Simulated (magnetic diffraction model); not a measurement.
# Solving a magnetic structure from powder neutron data: SrVN₂O₈

Space group C2/c (no. 15), a = 16.2400 Å, b = 5.1230 Å, c = 7.8670 Å, β = 116.93°.

| site | atom | x | y | z |
| --- | --- | --- | --- | --- |
| 4e | Sr | 0 | 0.7966 | 3/4 |
| 4d | V | 1/4 | 3/4 | 0 |
| 8f | O | 0.0440 | 0.2155 | 0.5937 |
| 8f | O | 0.2163 | 0.2652 | 0.6850 |
| 8f | O | 0.1474 | 0.5277 | 0.8478 |
| 8f | O | 0.1629 | 0.0415 | 0.8939 |
| 8f | N | 0.1454 | 0.2684 | 0.7644 |

The compound is invented for this exercise: a known structure type with other elements, its cell scaled to their sizes and not relaxed.

Only V is taken to order (form factors of V4+); orders and moment sizes are assumed, and not adapted to the symmetry. Radiation: neutrons of λ = 1.594 Å, 8° to 30°; isotropic B of 0.68 Å² (Sr), 0.73 Å² (V), 1.05 Å² (O) and 0.85 Å² (N). The intensities are simulated: I ∝ L Σ (|F_N|² + |F_M⊥|²) for unpolarised neutrons, with F_M = 2.695 fm/μB × Σ f(s) S exp(2πi Q·r) exp(−B s²) at Q = H ± k (one set where k and −k are equivalent), only the part normal to Q counting and L = 1/(sin²θ cos θ). For collinear order S is the moment m, which repeats by lattice and centring translations R with the sign exp(−2πi k·R). Form factors are spin-only for 3d ions and dipole or tabulated for f ions, scattering lengths are Sears's of 1992, and absorption is left out. A label names one of the reflections at its angle. The strongest nuclear line in the range is 100, and lines under 0.2 are left out.

Above the ordering temperature:

```tsv
2θ (°)	index	I
12.64	(2 0 0)	9.9
19.00	(1 1 0)	0.7
21.40	(1 1 -1)	11.7
23.39	(2 0 -2)	2.3
24.72	(1 1 1)	34.9
25.15	(3 1 -1)	100.0
25.44	(4 0 0)	10.0
26.23	(3 1 0)	3.7
26.27	(0 0 2)	49.4
27.08	(4 0 -2)	36.3
```

Below it (cell unchanged):

```
2θ (°)      I
 12.64    9.9
 13.05    1.2
 13.44    1.1
 19.00    0.8
 21.40   11.7
 21.99    0.3
 22.70    0.3
 23.39    2.3
 24.72   34.9
 25.15  100.0
 25.44   10.0
 26.23    3.9
 26.27   49.4
 27.08   36.3
```

**Question.** Find the propagation vector, then choose among these models:
A. collinear moments along [010], 0.92 μB on V; signs + at (1/4, 3/4, 0), − at (1/4, 1/4, 1/2)
B. collinear moments along [100], 0.92 μB on V; signs + at (1/4, 3/4, 0), − at (1/4, 1/4, 1/2)
C. collinear moments along [100], 0.92 μB on V; signs + at (1/4, 3/4, 0), + at (1/4, 1/4, 1/2)
D. collinear moments along [010], 0.92 μB on V; signs + at (1/4, 3/4, 0), + at (1/4, 1/4, 1/2)

No line moves, and magnetic intensity stands at places without nuclear intensity; new lines at (0 0 1), (2 0 -1) and (2 0 1) have whole indices that obey the lattice centring, at places with no nuclear intensity to speak of, so the magnetic cell equals the chemical primitive cell: k = 0.

Magnetic intensity, observed (below minus above) and for each model:

| 2θ (°) | index | observed | A | B | C | D |
| --- | --- | --- | --- | --- | --- | --- |
| 12.64 | (2 0 0) | <0.2 | <0.2 | <0.2 | 0.3 | 1.3 |
| 13.05 | (0 0 1) | 1.2 | 1.2 | 1.2 | <0.2 | <0.2 |
| 13.44 | (2 0 -1) | 1.1 | 1.1 | 0.3 | <0.2 | <0.2 |
| 19.00 | (1 1 0) | 0.1 | 0.1 | 0.9 | <0.2 | <0.2 |
| 21.40 | (1 1 -1) | <0.2 | <0.2 | <0.2 | 0.7 | 0.2 |

Model A matches.

The structure used: k = (0 0 0), collinear moments along [010], 0.92 μB on V; signs + at (1/4, 3/4, 0), − at (1/4, 1/4, 1/2).

[Logs are printed without paths, hosts, clocks, repeated set-up lines and the standing remarks that a program may print on its own settings, such as how far it seeks lower states.]
